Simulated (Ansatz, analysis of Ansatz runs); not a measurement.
## Reproducing a measured charge-transition level: substitutional Se in Si

Subject: substitutional Se in Si. Wanted: its charge-transition level, in one set-up (PBE, 64-site cell, PBE lattice, 420 eV, k: the single point 1/4 1/4 1/4 then 2x2x2 shifted 0.5 0.5 0.5). The model is a cell of 64 host atoms with 1 Si taken out and 1 Se put in. The level is the Fermi energy at which two charge states have equal formation energy, after a correction for the images of the charge. A local or semilocal functional is the cheapest first rung.

What was measured. (+1/0) level below the conduction-band bottom, printed as 307 meV: 0.307 eV, by binding energy of Se0 quoted from literature (method not stated in this paper) (quoted in “Spin relaxation and donor-acceptor recombination of Se+ in 28-silicon”, 2015, R. Lo Nardo et al., quoting earlier work (1984)). (+2/+1) level below the conduction-band bottom, printed as 593 meV: 0.593 eV, by thermal ionisation energy of Se+ quoted from literature (method not stated in this paper) (quoted in “Spin relaxation and donor-acceptor recombination of Se+ in 28-silicon”, 2015, R. Lo Nardo et al., quoting earlier work (1982)). The calculation is set beside it at the end.

Main program and level: Ansatz 0.2.0; plane-wave PAW DFT, PBE; relaxation of all atoms of a defect supercell.

## 1. Starting point

The cell holds 64 atoms: 63 Si and 1 Se. Cell: a = 10.940 Å, b = 10.940 Å, c = 10.940 Å, α = 90.0°, β = 90.0°, γ = 90.0°. It derives from Si (space group Fd-3m). Nearest the centre at fractional (0.375, 0.375, 0.375): Se8 at 0.00 Å, Si27 at 2.37 Å, Si49 at 2.37 Å, Si42 at 2.37 Å, Si4 at 2.37 Å, Si53 at 3.87 Å, Si21 at 3.87 Å, Si23 at 3.87 Å. The cell carries charge +2.

The host's primitive cell comes from a first run (plane-wave PAW DFT, PBE; relaxation of the host's cell and atoms): vectors of 3.868, 3.868 and 3.868 Å. That is 20.46 Å³ an atom, 2.2 % over the diffraction cell's volume. The supercell is built on it.

## 2. Relaxation, charge +2

Every later number rests on the structure around the defect, so the atoms are relaxed at the host's lattice first.

The input, relax0/input.yaml:

```yaml
relax:
  f_tol: 0.02
  max_steps: 80
  random_displacement: { amplitude: 0.05, seed: 473 }
crystal:
  lattice:
    - [10.93956649, 0.0, 0.0]
    - [0.0, 10.93956649, 0.0]
    - [0.0, 0.0, 10.93956649]
  atoms:
    - { symbol: Si, position: [0.0, 0.0, 0.25] }
    - { symbol: Si, position: [0.0, 0.25, 0.0] }
    - { symbol: Si, position: [0.25, 0.0, 0.0] }
    - { symbol: Si, position: [0.25, 0.25, 0.25] }
    - { symbol: Si, position: [0.125, 0.125, 0.375] }
    - { symbol: Si, position: [0.125, 0.375, 0.125] }
    - { symbol: Si, position: [0.375, 0.125, 0.125] }
    - { symbol: Se, position: [0.375, 0.375, 0.375] }
    - { symbol: Si, position: [0.0, 0.0, 0.75] }
    - { symbol: Si, position: [0.0, 0.25, 0.5] }
    - { symbol: Si, position: [0.25, 0.0, 0.5] }
    - { symbol: Si, position: [0.25, 0.25, 0.75] }
    - { symbol: Si, position: [0.125, 0.125, 0.875] }
    - { symbol: Si, position: [0.125, 0.375, 0.625] }
    - { symbol: Si, position: [0.375, 0.125, 0.625] }
    - { symbol: Si, position: [0.375, 0.375, 0.875] }
    - { symbol: Si, position: [0.0, 0.5, 0.25] }
    - { symbol: Si, position: [0.0, 0.75, 0.0] }
    - { symbol: Si, position: [0.25, 0.5, 0.0] }
    - { symbol: Si, position: [0.25, 0.75, 0.25] }
    - { symbol: Si, position: [0.125, 0.625, 0.375] }
    - { symbol: Si, position: [0.125, 0.875, 0.125] }
    - { symbol: Si, position: [0.375, 0.625, 0.125] }
    - { symbol: Si, position: [0.375, 0.875, 0.375] }
    - { symbol: Si, position: [0.0, 0.5, 0.75] }
    - { symbol: Si, position: [0.0, 0.75, 0.5] }
    - { symbol: Si, position: [0.25, 0.5, 0.5] }
    - { symbol: Si, position: [0.25, 0.75, 0.75] }
    - { symbol: Si, position: [0.125, 0.625, 0.875] }
    - { symbol: Si, position: [0.125, 0.875, 0.625] }
    - { symbol: Si, position: [0.375, 0.625, 0.625] }
    - { symbol: Si, position: [0.375, 0.875, 0.875] }
    - { symbol: Si, position: [0.5, 0.0, 0.25] }
    - { symbol: Si, position: [0.5, 0.25, 0.0] }
    - { symbol: Si, position: [0.75, 0.0, 0.0] }
    - { symbol: Si, position: [0.75, 0.25, 0.25] }
    - { symbol: Si, position: [0.625, 0.125, 0.375] }
    - { symbol: Si, position: [0.625, 0.375, 0.125] }
    - { symbol: Si, position: [0.875, 0.125, 0.125] }
    - { symbol: Si, position: [0.875, 0.375, 0.375] }
    - { symbol: Si, position: [0.5, 0.0, 0.75] }
    - { symbol: Si, position: [0.5, 0.25, 0.5] }
    - { symbol: Si, position: [0.75, 0.0, 0.5] }
    - { symbol: Si, position: [0.75, 0.25, 0.75] }
    - { symbol: Si, position: [0.625, 0.125, 0.875] }
    - { symbol: Si, position: [0.625, 0.375, 0.625] }
    - { symbol: Si, position: [0.875, 0.125, 0.625] }
    - { symbol: Si, position: [0.875, 0.375, 0.875] }
    - { symbol: Si, position: [0.5, 0.5, 0.25] }
    - { symbol: Si, position: [0.5, 0.75, 0.0] }
    - { symbol: Si, position: [0.75, 0.5, 0.0] }
    - { symbol: Si, position: [0.75, 0.75, 0.25] }
    - { symbol: Si, position: [0.625, 0.625, 0.375] }
    - { symbol: Si, position: [0.625, 0.875, 0.125] }
    - { symbol: Si, position: [0.875, 0.625, 0.125] }
    - { symbol: Si, position: [0.875, 0.875, 0.375] }
    - { symbol: Si, position: [0.5, 0.5, 0.75] }
    - { symbol: Si, position: [0.5, 0.75, 0.5] }
    - { symbol: Si, position: [0.75, 0.5, 0.5] }
    - { symbol: Si, position: [0.75, 0.75, 0.75] }
    - { symbol: Si, position: [0.625, 0.625, 0.875] }
    - { symbol: Si, position: [0.625, 0.875, 0.625] }
    - { symbol: Si, position: [0.875, 0.625, 0.625] }
    - { symbol: Si, position: [0.875, 0.875, 0.875] }
  host:
    repeats: [2, 2, 2]
    atoms:
      - { symbol: Si, position: [0.0, 0.0, 0.5] }
      - { symbol: Si, position: [0.0, 0.5, 0.0] }
      # ... 6 more atoms of the perfect host
total_charge: 2
basis:
  ecutwfc: 420
  xc_grid: 2
hamiltonian:
  xc: pbe
kpoints:
  mp_grid: { grid: [1, 1, 1], shift: [0.25, 0.25, 0.25] }
scf:
  occupations: { method: fermi_dirac, width: 0.01 }
  max_iter: 120
output:
  forces: true
  charged_corrections:
    epsilon: 12.98
    static_epsilon: 12.98
    defect_position: [0.375, 0.375, 0.375]
checkpoint:
  write: "../relax0.run"
  compress: false
  write_wavefunctions: true
  write_every: 100000
```

Launch:

```
> ansatz run input.yaml --threads 4 --pin off --max-ram 7536MiB --backend cpu --events-out ev --progress --plain --runs-dir out
```

Numbers of over 12 decimals in the logs are rounded to 6 here.

Output:

```text
[... repeated set-up lines and file paths are left out, and long positions are rounded to six places ...]
Engine: ansatz 0.2.0, aarch64-unknown-linux-gnu
Pseudopotentials: kind: paw
Pseudopotential: Si, paw, valence charge 4, recommended cutoff 420 eV (normal), Si.paw.azcp
Pseudopotential: Se, paw, valence charge 16, recommended cutoff 420 eV (normal), Se.paw.azcp
Functional definition: PBE
  parameter kappa = 0.804
  parameter beta = 0.066725
  exchange = pbe_x(kappa = kappa, mu = beta*pi^2/3)
  correlation = pbe_c(beta = beta)
Crystal: 64 atoms, lattice volume = 1309.183 Å³
Basis set: ecut = 420 eV, 25677 PW (Γ), exchange–correlation on 150×150×150 points (8 copies of the dense FFT grid, shifted against one another)
Bands: 197, of which v1, the nominal top of the filled ones, is band 133 counted from 1 (132 counted from 0)
Symmetry: 1 space group operations
k-points: 1
Non-local potential: Si, projectors of the file, l = 0: 2, l = 1: 2, l = 2: 2
Non-local potential: Se, projectors of the file, l = 0: 2, l = 1: 2, l = 2: 3, l = 3: 1
PAW form: soft (Blöchl's): semilocal exchange-correlation on the pseudo side does not see the compensation charge
PAW one-centre angular grid: Si, 110 points (default); XC on 64 Gauss nodes
PAW one-centre angular grid: Se, 590 points (default); XC on 64 Gauss nodes
Initial density: superposition of atomic densities (neutral atoms scaled as one to the charged cell's electrons: chi_scale 0, normalization atom), corrected by the library's trained network
Initial wavefunctions: pseudopotential atomic-orbital guess
Functional: x = pbe(κ = 0.804, μ = 0.219515), c = pbe(β = 0.066725)
SCF iter   1: F=—  HF=-45535.610090 eV  |F-HF|=—  |Δ(HF+E_count)|=         —  Δρ=5.01e-3  dr2=7.90e-1  ethr=1.77e-3  ⟨swp⟩=6.0  Hψ=899  notcnv=0  defer=40
preconditioner: auto → Resta (q_TF=auto, 2.092 Å⁻¹)  ε∞=5.5  [insulator: Δε(μ)=0.591 eV  Ē_g=7.737 eV  σ=0.010 eV  W_gap=1.00  n_scr=202 (ndim 8)  ℏωp=16.4 eV  f_vac=0.000  D(μ)=0.00/eV (n_scr^D=0)  ε∞_Penn≈5.5]
SCF iter   2: F=—  HF=-45535.438319 eV  |F-HF|=—  |Δ(HF+E_count)|=   1.72e-1  Δρ=2.40e-3  dr2=8.78e-2  ethr=2.97e-4  ⟨swp⟩=3.0  Hψ=374  notcnv=0  defer=57
SCF iter   3: F=—  HF=-45535.411785 eV  |F-HF|=—  |Δ(HF+E_count)|=   2.65e-2  Δρ=9.62e-4  dr2=1.17e-2  ethr=3.30e-5  ⟨swp⟩=3.0  Hψ=284  notcnv=0  defer=57
SCF iter   4: F=—  HF=-45535.410174 eV  |F-HF|=—  |Δ(HF+E_count)|=   1.61e-3  Δρ=2.22e-4  dr2=9.16e-4  ethr=4.39e-6  ⟨swp⟩=3.0  Hψ=281  notcnv=0  defer=57
SCF iter   5: F=—  HF=-45535.409658 eV  |F-HF|=—  |Δ(HF+E_count)|=   5.16e-4  Δρ=6.61e-5  dr2=8.65e-5  ethr=3.44e-7  ⟨swp⟩=2.0  Hψ=273  notcnv=0  defer=57
SCF iter   6: F=-45535.409720 eV  HF=-45535.409718 eV  |F-HF|=2.04e-6  |Δ(HF+E_count)|=   6.02e-5  Δρ=2.06e-5  dr2=9.80e-6  ethr=3.76e-9  ⟨swp⟩=4.0  Hψ=595  notcnv=0
SCF 1 converged in 6 iterations: F = -45535.409720 eV  dr2 = 9.80e-6
  greatest PAW one-centre occupation: 1.000 electrons in one spin orbital (limit 2), on the Se atom at site 7 (counted from 0), in its partial waves of l = 2
relax step   1: F+E_penalty+E_count = -45535.40972012 eV  Δ(F+E_penalty+E_count) = +0.000e0 eV  max|allowed force component| = 1.559e0 eV/Å  Δτ_max = 0.0000 Å  (6 SCF iters, dr2 threshold 1.00e-5 eV, accepted)
[... the SCF cycles and remarks between the steps are left out from here to the last step ...]
relax step   2: F+E_penalty+E_count = -45536.87760349 eV  Δ(F+E_penalty+E_count) = -1.468e0 eV  max|allowed force component| = 3.467e-1 eV/Å  Δτ_max = 0.1475 Å  (5 SCF iters, dr2 threshold 1.00e-4 eV, accepted)
relax step   3: F+E_penalty+E_count = -45536.87567365 eV  Δ(F+E_penalty+E_count) = +1.930e-3 eV  max|allowed force component| = 6.055e-1 eV/Å  Δτ_max = 0.1993 Å  (6 SCF iters, dr2 threshold 7.51e-6 eV, rejected (line search))
relax step   4: F+E_penalty+E_count = -45536.97029198 eV  Δ(F+E_penalty+E_count) = -9.269e-2 eV  max|allowed force component| = 5.634e-2 eV/Å  Δτ_max = 0.0700 Å  (8 SCF iters, accepted)
relax step   5: F+E_penalty+E_count = -45536.97107496 eV  Δ(F+E_penalty+E_count) = -7.830e-4 eV  max|allowed force component| = 5.874e-2 eV/Å  Δτ_max = 0.0188 Å  (6 SCF iters, accepted)
relax step   6: F+E_penalty+E_count = -45536.97058210 eV  Δ(F+E_penalty+E_count) = +4.929e-4 eV  max|allowed force component| = 7.966e-2 eV/Å  Δτ_max = 0.0233 Å  (6 SCF iters, rejected (line search))
SCF iter   1: F=—  HF=-45536.973117 eV  |F-HF|=—  |Δ(HF+E_count)|=         —  Δρ=3.26e-4  dr2=1.26e-3  ethr=4.90e-6  ⟨swp⟩=5.0  Hψ=551  notcnv=0  defer=57
SCF iter   2: F=—  HF=-45536.972951 eV  |F-HF|=—  |Δ(HF+E_count)|=   1.66e-4  Δρ=1.76e-4  dr2=2.96e-4  ethr=4.73e-7  ⟨swp⟩=2.0  Hψ=294  notcnv=0  defer=57
SCF iter   3: F=—  HF=-45536.972892 eV  |F-HF|=—  |Δ(HF+E_count)|=   5.93e-5  Δρ=2.47e-5  dr2=7.76e-6  ethr=1.11e-7  ⟨swp⟩=2.0  Hψ=217  notcnv=0  defer=57
SCF iter   4: F=—  HF=-45536.972191 eV  |F-HF|=—  |Δ(HF+E_count)|=   7.00e-4  Δρ=5.40e-6  dr2=8.08e-7  ethr=2.92e-9  ⟨swp⟩=2.0  Hψ=273  notcnv=0  defer=57
SCF iter   5: F=-45536.972191 eV  HF=-45536.972191 eV  |F-HF|=1.11e-8  |Δ(HF+E_count)|=   6.11e-8  Δρ=1.82e-6  dr2=7.31e-8  ethr=3.76e-11  ⟨swp⟩=5.0  Hψ=597  notcnv=0
SCF 7 converged in 5 iterations: F = -45536.972191 eV  dr2 = 7.31e-8
relax step   7: F+E_penalty+E_count = -45536.97219143 eV  Δ(F+E_penalty+E_count) = -1.116e-3 eV  max|allowed force component| = 2.695e-3 eV/Å  Δτ_max = 0.0115 Å  (5 SCF iters, accepted)
NSCF: frozen V_eff on 1 k-points
the band table was solved once a step of the walk had ended and its energy, with any forces and stress, was formed, with the checks that follow a solve (971 applications of the Hamiltonian). They found nothing against the state; [...]
SCF converged after 5 iterations
Free energy (F): -45536.972191 eV
Harris-Foulkes:  -45536.972191 eV  (|F-HF|=1.11e-8)
Internal energy: -45536.972191 eV  (E = F + TS)
E sigma→0 (E₀):  -45536.972191 eV
Fermi energy:    6.157338 eV
--- Per-component energies (eV) ---
  E_band       = -175.305808
  E_kinetic    = 2620.074833
  E_local      = -5362.251986  (includes V_loc(G=0)·N_el)
  E_nonlocal   = 1028.879267
  E_hartree    = 2241.380693
  E_xc         = -3554.822707
  E_vxc        = -3008.833856  (∫ρ·V_xc dr)
  E_paw        = -34214.449689  (= ΣΔE_a)
  E_vpaw       = 64.055901  (= ΣTr[D̂ρ^β])
  E_aug_tail   = -0.000239  (compensation charges beyond the density's cutoff)
  E_ewald      = -8295.782363
  E_smearing   = -0.000000  (= −TS)
  E_closure    = -0.000000  (closes the sum)
  E_deformation_potential = 24.726058  (in the stress; not in F)
  Σ components = -45536.972191   (vs F -45536.972191, Δ=0.00e0)
--- Forces (eV/Å), atoms counted from 1 ---
  atom   1  Si    -0.00058360     0.00007172     0.00001995
  atom   2  Si    -0.00019696     0.00049252     0.00000588
  [... 1 atom left out ...]
  atom   4  Si    -0.00010381    -0.00026118     0.00019867
  [... 3 atoms left out ...]
  atom   8  Se    -0.00093245     0.00123300     0.00269513
  [... 5 atoms left out ...]
  atom  14  Si     0.00056140    -0.00076804     0.00061302
  [... 6 atoms left out ...]
  atom  21  Si     0.00054838     0.00067317    -0.00069397
  [... 5 atoms left out ...]
  atom  27  Si     0.00014632    -0.00000547     0.00018732
  [... 3 atoms left out ...]
  atom  31  Si    -0.00016477     0.00021435     0.00002281
  [... 6 atoms left out ...]
  atom  38  Si     0.00015189     0.00047409     0.00017868
  [... 3 atoms left out ...]
  atom  42  Si    -0.00056932     0.00077697    -0.00090877
  [... 3 atoms left out ...]
  atom  46  Si     0.00028800    -0.00016293    -0.00020709
  [... 2 atoms left out ...]
  atom  49  Si     0.00126696     0.00088047    -0.00041698
  [... 15 atoms left out ...]
  max |Σ_I F_I| component: 3.94e-5 eV/Å
--- Charged-cell corrections in eV (Makov–Payne, q = +2.000 e, ε = 12.980) ---
  F (periodic)     = -45536.972191  (uncorrected; the corrections below are reported, never added to it)
  E_corr1          = +0.575456  (monopole, q²α_M/2εL)
  F Makov-Payne    = -45536.396736  (F + E_corr1; no measured alignment; for a localised charge, not one spread in a band: unchecked)
  no potential alignment in this run, which stands beside a crystal: run the host's input off ansatz write-host-input, and read the two finished runs by ansatz place-levels (neither reads a slab, a wire or a sheet, whose cell leaves a vacuum)
--- Band table (eV) ---
  k-point 0: bands = ["-43.1840", "-43.1748", "-43.1748", "-43.1552", [... 189 left out ...] "10.1509", "10.1509", "10.2111", "10.2595"]
--- Relaxed structure (7 steps of the walk, 5 accepted, 0 SCFs on fresh bases) ---
  F+E_penalty+E_count = -45536.97219143 eV   max|allowed force component| = 2.695e-3 eV/Å
  atoms:
    - { symbol: Si, position: [-0.000918, -0.001062, 0.248665] }
    - { symbol: Si, position: [-0.000916, 0.248482, -0.000885] }
    [... 1 atom left out ...]
    - { symbol: Si, position: [0.240681, 0.240549, 0.240700] }
    [... 3 atoms left out ...]
    - { symbol: Se, position: [0.373446, 0.373271, 0.373450] }
    [... 5 atoms left out ...]
    - { symbol: Si, position: [0.123966, 0.372723, 0.626685] }
    [... 6 atoms left out ...]
    - { symbol: Si, position: [0.123969, 0.626523, 0.372881] }
    [... 5 atoms left out ...]
    - { symbol: Si, position: [0.243502, 0.508700, 0.508859] }
    [... 3 atoms left out ...]
    - { symbol: Si, position: [0.379575, 0.627310, 0.627491] }
    [... 6 atoms left out ...]
    - { symbol: Si, position: [0.626644, 0.372696, 0.124011] }
    [... 3 atoms left out ...]
    - { symbol: Si, position: [0.508858, 0.243340, 0.508886] }
    [... 3 atoms left out ...]
    - { symbol: Si, position: [0.627446, 0.379459, 0.627487] }
    [... 2 atoms left out ...]
    - { symbol: Si, position: [0.508812, 0.508679, 0.243540] }
    [... 15 atoms left out ...]
```

Run time: 72 s. Hardware: 4 threads of Arm Neoverse V2, shared host; peak memory 1.8 GiB; 4.6 min of CPU time.

The steps of the relaxation:

```csv
step,energy less that of the first step (eV),largest force component (eV/Å)
1,0.0000,1.5591
2,-1.4679,0.3467
3,-1.4660,0.6055
4,-1.5606,0.0563
5,-1.5614,0.0587
6,-1.5609,0.0797
7,-1.5625,0.0027
```

Relaxation steps 3, 6 were tried and not accepted.

The atoms that moved most (Å, from the sites as typed, ahead of the random displacement, the mean shift of all atoms taken out):

```csv
atom,dx,dy,dz,length
Si4,-0.106,-0.106,-0.106,0.183
Si42,0.093,-0.075,0.093,0.152
Si27,-0.075,0.093,0.093,0.151
Si49,0.093,0.093,-0.075,0.151
Si46,0.023,0.047,0.023,0.057
Si31,0.046,0.023,0.023,0.057
Si53,0.023,0.023,0.046,0.057
Si6,-0.026,0.028,-0.026,0.046
```

Neighbours of Se8 at the end:

```csv
atom,distance (Å)
Si4,2.515
Si49,2.531
Si42,2.532
Si27,2.532
Si7,3.874
Si5,3.875
Si6,3.875
Si38,3.888
Si37,3.888
Si15,3.889
Si23,3.889
Si14,3.889
Si21,3.889
Si53,3.930
Si46,3.930
Si31,3.931
```

Read from the output:

```yaml
free_energy: -45536.9722 eV
```

The other runs of this kind differ in structure, charge or spin alone:

```csv
run,outcome,energy less the first (eV),moment (μB),time
"relaxation, charge +2",converged,0.0000,0.00,72 s
"relaxation, charge +1",converged,6.5062,1.00,2.2 min
"relaxation, charge 0",converged,13.0993,0.00,68 s
```

The relaxation ends 24 meV an atom lower than the displaced start, with a largest force component of 0.0027 eV/Å.

(Continued in part 2 of 2.)

[Logs are printed without paths, hosts, clocks, repeated set-up lines and the standing remarks that a program may print on its own settings, such as how far it seeks lower states.]

[Hosts, paths, dates, database ids (printed as entryN), source tags and the programs' standing remarks are cut or masked in the printed files.]

[For some hosts the program warned that the k-mesh of the response run may be too coarse for force constants and the static dielectric constant; such warnings are not shown here.]
